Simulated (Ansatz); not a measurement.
# LuCd (Pm-3m): Grüneisen parameters

Does LuCd (Pm-3m) expand much on heating, by its phonons?

Program: Ansatz 0.2.0. Level of theory: DFT PBEsol, scalar-relativistic, plane waves, PAW; PAW set soft_1. Results are calculated unless marked as measured.

Most raw output is cut from this account.

### Step 1. Set-up

The structure is cubic, space group Pm-3m (No. 221). Conventional cell: a = 3.608 Å, b = 3.608 Å, c = 3.608 Å, α = 90.00°, β = 90.00°, γ = 90.00°. Nearest to Lu lie 8 Cd at 3.12 Å. Nearest to Cd lie 8 Lu at 3.12 Å. Farther neighbours are not listed.

### Step 2. Phonons on a q mesh

The cell comes from relaxations at this level that are not shown. Stability and thermal properties need the whole zone. Linear response on a 4×4×4 q mesh gives force constants as far as a supercell of that size would.

input.yaml reads:

```yaml
crystal:
  lattice:
    - [3.608155642, 0.0, 0.0]
    - [0.0, 3.608155642, 0.0]
    - [0.0, 0.0, 3.608155642]
  atoms:
    - { symbol: Lu, position: [0.5, 0.5, 0.5] }
    - { symbol: Cd, position: [0.0, 0.0, 0.0] }
kpoints:
  mp_grid: { grid: [12, 12, 12] }
hamiltonian:
  xc: pbesol
  pseudopotentials: { kind: paw, azcp: { folder: soft_1 }, xc_functional: pbe }
scf:
  occupations: { method: methfessel_paxton, width: 0.2 }
output:
  eigenvalues: true
phonons:
  method: dfpt
  qmesh: [4, 4, 4]
  temperatures: { t_max: 1000, t_step: 50 }
  qpath:
    path:
      - [[0.0, 0.0, 0.0], [0.0, 0.5, 0.0], [0.5, 0.5, 0.0], [0.0, 0.0, 0.0], [0.5, 0.5, 0.5], [0.0, 0.5, 0.0]]
      - [[0.5, 0.5, 0.5], [0.5, 0.5, 0.0]]
    npoints: 10
```

Launch:

```console
$ ansatz run input.yaml --threads 4 --pin off --max-ram 10240MiB --backend cpu --events-out ev --progress --plain --runs-dir out
```

Wall time 9.7 min (4 threads of Arm Neoverse V2, shared host); peak memory 3.2 GiB; 38 min of CPU time.

Numbers from this step:

| Property | Result |
| --- | --- |
| volume per atom | 23.49 Å³ |
| gap on the k-mesh | 0 eV |
| sum-rule residual before enforcement | 6.80e-5 eV/Å² |
| lowest frequency on the path | 0 cm⁻¹ |
| point group | m-3m |
| highest frequency on the path or at a solved wavevector | 134.2 cm⁻¹ |
| mean frequency | 86.4 cm⁻¹ |
| Debye temperature (second moment) | 169 K |
| logarithmic mean frequency | 80.8 cm⁻¹ |
| highest optical mode at the zone centre (no LO-TO term) | 117.3 cm⁻¹ |
| lowest optical zone-centre mode | 117.3 cm⁻¹ |
| lowest mode on the q mesh (acoustic modes at Γ apart) | 32.22 cm⁻¹ |
| zero-point energy per atom | 16.07 meV |
| heat capacity at 300 K | 24.55 J/(mol atoms K) |
| vibrational entropy at 300 K | 48.80 J/(mol atoms K) |

Frequencies (cm⁻¹) solved at each irreducible wavevector; negative means imaginary. Frequencies by wavevector, by row:

```tsv
q in reciprocal lattice units	star	mode 1	mode 2	mode 3	mode 4	mode 5	mode 6
0 0 0	1	0	0	0	117.3	117.3	117.3
0 0 0.25	6	49	49	62.5	109.4	109.4	115
0 0 -0.5	3	80.5	80.5	93.6	94.9	94.9	106.1
0 0.25 0.25	12	32.2	60.3	88.9	97.3	103	125.2
0 0.25 -0.5	12	52.7	62.9	71.5	95	116	122.4
0 -0.5 -0.5	3	33.8	33.8	60.7	94.9	134.2	134.2
0.25 0.25 0.25	8	59.3	59.3	68.4	108.5	116.8	116.8
0.25 0.25 -0.5	12	41.8	63.1	90.9	96.7	115.3	122
0.25 -0.5 -0.5	6	57.4	57.4	87.2	97.5	119.4	119.4
-0.5 -0.5 -0.5	1	87	87	87	95.7	95.7	95.7
```

Symmetry leaves 10 wavevectors to solve. The lowest mode among them, the acoustic zeros apart, lies at q = (0, 0.25, 0.25) and is real, 32.2 cm⁻¹.

### Step 3. Relaxing at another volume, volume ratio 0.97

The volume is scaled by 0.97 and held; symmetry leaves nothing to relax, so this is a single point. The modes can then be followed against volume.

input.yaml, the sections that differ from step 2:

```yaml
crystal:
  lattice:
    - [3.5717071334, 0.0, 0.0]
    - [0.0, 3.5717071334, 0.0]
    - [0.0, 0.0, 3.5717071334]
  atoms:
    - { symbol: Lu, position: [0.5, 0.5, 0.5] }
    - { symbol: Cd, position: [0.0, 0.0, 0.0] }
output:
  forces: true
  stress: true
  eigenvalues: true
# kpoints, hamiltonian, scf: as in step 2
# phonons: removed
```

Wall time 1.7 s (4 threads); peak memory 0.39 GiB.

This step gave:

```
pressure        : 2.285 GPa
volume per atom : 22.78 Å³
```

The run ends at a pressure of 2.28 GPa.

### Step 4. Phonons at the other volume, volume ratio 0.97

The phonons are repeated at this volume on the same k and q meshes.

input.yaml: that of step 3 with these lines changed.

```diff
@@ -16,4 +16,11 @@
 output:
-  forces: true
-  stress: true
   eigenvalues: true
+phonons:
+  method: dfpt
+  qmesh: [4, 4, 4]
+  temperatures: { t_max: 1000, t_step: 50 }
+  qpath:
+    path:
+      - [[0.0, 0.0, 0.0], [0.0, 0.5, 0.0], [0.5, 0.5, 0.0], [0.0, 0.0, 0.0], [0.5, 0.5, 0.5], [0.0, 0.5, 0.0]]
+      - [[0.5, 0.5, 0.5], [0.5, 0.5, 0.0]]
+    npoints: 10
```

The job ended after 8 min (4 threads; peak memory 3.1 GiB).

Numbers from this step:

* sum-rule residual before enforcement: 4.44e-5 eV/Å²
* highest frequency on the path or at a solved wavevector: 141.9 cm⁻¹
* mean frequency: 90.6 cm⁻¹
* Debye temperature (second moment): 178 K
* logarithmic mean frequency: 84.3 cm⁻¹
* highest optical mode at the zone centre (no LO-TO term): 124.0 cm⁻¹
* lowest optical zone-centre mode: 124.0 cm⁻¹
* lowest mode on the q mesh (acoustic modes at Γ apart): 31.52 cm⁻¹
* zero-point energy per atom: 16.86 meV
* heat capacity at 300 K: 24.51 J/(mol atoms K)
* vibrational entropy at 300 K: 47.75 J/(mol atoms K)

Frequencies (cm⁻¹) solved at each irreducible wavevector; negative means imaginary. Frequencies by wavevector, by row:

```tsv
q in reciprocal lattice units	star	mode 1	mode 2	mode 3	mode 4	mode 5	mode 6
0 0 0	1	0	0	0	124	124	124
0 0 0.25	6	51	51	65.7	115.7	115.7	121.3
0 0 -0.5	3	84.2	84.2	98.3	100	100	111.2
0 0.25 0.25	12	32.2	62.8	92.9	102.8	108.7	132.3
0 0.25 -0.5	12	53.8	64.7	74.7	100.1	122.6	129.4
0 -0.5 -0.5	3	31.5	31.5	63.3	100.1	141.9	141.9
0.25 0.25 0.25	8	61.6	61.6	70.5	114.5	123.2	123.2
0.25 0.25 -0.5	12	41.8	65.1	95.6	101.7	121.8	129
0.25 -0.5 -0.5	6	59.1	59.1	91.5	102.5	126.5	126.5
-0.5 -0.5 -0.5	1	91.8	91.8	91.8	101.6	101.6	101.6
```

The highest optical mode at the zone centre (no LO-TO term) is 124.0 cm⁻¹, +6.8 cm⁻¹ against the base run.

### Step 5. Relaxing at another volume, volume ratio 1.03

The volume is scaled by 1.03 and held; symmetry leaves nothing to relax, so this is a single point. The modes can then be followed against volume.

input.yaml, the sections that differ from step 4:

```yaml
crystal:
  lattice:
    - [3.6438822788, 0.0, 0.0]
    - [0.0, 3.6438822788, 0.0]
    - [0.0, 0.0, 3.6438822788]
  atoms:
    - { symbol: Lu, position: [0.5, 0.5, 0.5] }
    - { symbol: Cd, position: [0.0, 0.0, 0.0] }
output:
  forces: true
  stress: true
  eigenvalues: true
# kpoints, hamiltonian, scf: as in step 4
# phonons: removed
```

Run time: 2.2 s. Hardware: 4 threads; peak memory 0.38 GiB.

Numbers from this step:

```
pressure        : -1.938 GPa
volume per atom : 24.19 Å³
```

The run ends at a pressure of -1.94 GPa.

### Step 6. Phonons at the other volume, volume ratio 1.03

input.yaml: that of step 5 with these lines changed.

```diff
@@ -16,4 +16,11 @@
 output:
-  forces: true
-  stress: true
   eigenvalues: true
+phonons:
+  method: dfpt
+  qmesh: [4, 4, 4]
+  temperatures: { t_max: 1000, t_step: 50 }
+  qpath:
+    path:
+      - [[0.0, 0.0, 0.0], [0.0, 0.5, 0.0], [0.5, 0.5, 0.0], [0.0, 0.0, 0.0], [0.5, 0.5, 0.5], [0.0, 0.5, 0.0]]
+      - [[0.5, 0.5, 0.5], [0.5, 0.5, 0.0]]
+    npoints: 10
```

Wall time 9.9 min (4 threads); peak memory 3.3 GiB.

This step gave:

```yaml
sum_rule_residual_before_enforcement: 2.72e-5 eV/Å²
highest_frequency_on_the_path_or_at_a_solved_wavevector: 126.8 cm⁻¹
mean_frequency: 82.4 cm⁻¹
debye_temperature_second_moment: 161 K
logarithmic_mean_frequency: 77.3 cm⁻¹
highest_optical_mode_at_the_zone_centre_no_lo_to_term: 110.8 cm⁻¹
lowest_optical_zone_centre_mode: 110.8 cm⁻¹
lowest_mode_on_the_q_mesh_acoustic_modes_at_gamma_apart: 32.07 cm⁻¹
zero_point_energy_per_atom: 15.31 meV
heat_capacity_at_300_k: 24.59 J/(mol atoms K)
vibrational_entropy_at_300_k: 49.87 J/(mol atoms K)
```

Frequencies (cm⁻¹) solved at each irreducible wavevector; negative means imaginary. Frequencies by wavevector, by row:

```tsv
q in reciprocal lattice units	star	mode 1	mode 2	mode 3	mode 4	mode 5	mode 6
0 0 0	1	0	0	0	110.8	110.8	110.8
0 0 0.25	6	47	47	59.3	103.5	103.5	108.9
0 0 -0.5	3	77	77	89.2	90	90	101.2
0 0.25 0.25	12	32.1	57.9	85	92.1	97.5	118.3
0 0.25 -0.5	12	51.6	61	68.4	90	109.7	115.7
0 -0.5 -0.5	3	35.3	35.3	58.2	89.9	126.8	126.8
0.25 0.25 0.25	8	57	57	66.3	102.9	110.5	110.5
0.25 0.25 -0.5	12	41.7	61.1	86.4	91.9	109.1	115.2
0.25 -0.5 -0.5	6	55.6	55.6	83.1	92.7	112.6	112.6
-0.5 -0.5 -0.5	1	82.4	82.4	82.4	90	90	90
```

The highest optical mode at the zone centre (no LO-TO term) is 110.8 cm⁻¹, -6.5 cm⁻¹ against the base run.

### Step 7. Grüneisen parameters

The Grüneisen parameter of a mode is minus the logarithmic change of its frequency with volume, −d ln ω / d ln V; weighted by heat capacity it gives the expansion.

Numbers from this step:

```
bulk modulus : 70.4 GPa
```

The phonon branches at the labelled points (cm⁻¹):

```tsv
point	branch 1	branch 2	branch 3	branch 4	branch 5	branch 6
Γ	0	0	0	117	117	117
halfway	49	49	62	109	109	115
X	80	80	94	95	95	106
halfway	53	63	72	95	116	122
M	34	34	61	95	134	134
halfway	32	60	89	97	103	125
Γ	0	0	0	117	117	117
halfway	59	59	68	108	117	117
R	87	87	87	96	96	96
halfway	42	63	91	97	115	122
X	80	80	94	95	95	106
jump to R	87	87	87	96	96	96
halfway	57	57	87	98	119	119
M	34	34	61	95	134	134
```

The same for volume x 0.97:

```tsv
point	branch 1	branch 2	branch 3	branch 4	branch 5	branch 6
Γ	0	0	0	124	124	124
X	84	84	98	100	100	111
M	32	32	63	100	142	142
Γ	0	0	0	124	124	124
R	92	92	92	102	102	102
X	84	84	98	100	100	111
R	92	92	92	102	102	102
M	32	32	63	100	142	142
```

The same for volume x 1.03:

```tsv
point	branch 1	branch 2	branch 3	branch 4	branch 5	branch 6
Γ	0	0	0	111	111	111
X	77	77	89	90	90	101
M	35	35	58	90	127	127
Γ	0	0	0	111	111	111
R	82	82	82	90	90	90
X	77	77	89	90	90	101
R	82	82	82	90	90	90
M	35	35	58	90	127	127
```

Mode Grueneisen parameter -dln(w)/dln(V), modes matched by rank; at Γ the acoustic branches take the value of a neighbouring point of the path. The mode Grüneisen parameters at the labelled points ():

```tsv
point	branch 1	branch 2	branch 3	branch 4	branch 5	branch 6
Γ	1.32	1.32	1.85	1.88	1.88	1.88
halfway	1.36	1.36	1.71	1.87	1.87	1.80
X	1.49	1.49	1.62	1.76	1.76	1.57
halfway	0.70	0.98	1.47	1.77	1.85	1.86
M	-1.90	-1.90	1.40	1.79	1.89	1.89
halfway	0.05	1.35	1.48	1.83	1.81	1.86
Γ	0.00	1.29	1.73	1.88	1.88	1.88
halfway	1.29	1.29	1.02	1.77	1.81	1.81
R	1.80	1.80	1.80	2.02	2.02	2.02
halfway	0.04	1.06	1.69	1.69	1.83	1.89
X	1.49	1.49	1.62	1.76	1.76	1.57
jump to R	1.80	1.80	1.80	2.02	2.02	2.02
halfway	1.02	1.02	1.60	1.67	1.94	1.94
M	-1.90	-1.90	1.40	1.79	1.89	1.89
```

(dS/dlnV)/C_V. Table of thermodynamic Grueneisen parameter by temperature:

```tsv
temperature (K)	thermodynamic Grueneisen parameter
50	1.30
100	1.41
150	1.43
200	1.43
250	1.44
300	1.44
350	1.44
400	1.44
450	1.44
500	1.44
550	1.44
600	1.44
650	1.44
700	1.44
750	1.44
800	1.44
850	1.44
900	1.44
950	1.44
1000	1.44
```

Gamma C_V/(B V) at the static volume. The volume expansion by temperature:

```tsv
temperature (K)	volume expansion (1e-6/K)
50	20
100	30.7
150	33.5
200	34.6
250	35.1
300	35.4
350	35.6
400	35.7
450	35.8
500	35.9
550	35.9
600	35.9
650	35.9
700	36.0
750	36.0
800	36.0
850	36.0
900	36.0
950	36.0
1000	36.0
```

### Step 8. Outcome

* bulk modulus: 70.4 GPa
* thermodynamic Grüneisen parameter at 300 K: 1.437
* volume expansion at 300 K, estimated: 35.42 × 10⁻⁶ K⁻¹

By this estimate the volume grows by 35.4 × 10⁻⁶ per kelvin at 300 K. The highest optical mode at Γ goes from 124 to 111 cm⁻¹ as the cell grows, a Grüneisen parameter of 1.89. Mode parameters on the path run from -1.9 to 2.0, with a median of 1.7. Modes with negative values stiffen as the cell grows and pull against the expansion. Branches are matched by rank, so values near crossings are rough. The expansion is the Grüneisen estimate at the static volume, with the static bulk modulus. With no gap, or one that is small against the smearing, the frequencies hang on the k mesh and the smearing, most of all near Kohn anomalies. The phonon runs are without spin polarisation, although the cell has an odd electron count. Spin-orbit coupling is left out, which can matter for the heavy elements here. The PAW files were made for PBE and serve the other functionals too.

[Logs are printed without paths, hosts, clocks, repeated set-up lines and the standing remarks that a program may print on its own settings, such as how far it seeks lower states.]

[Hosts, paths, dates, database ids (printed as entryN), source tags and the programs' standing remarks are cut or masked in the printed files.]
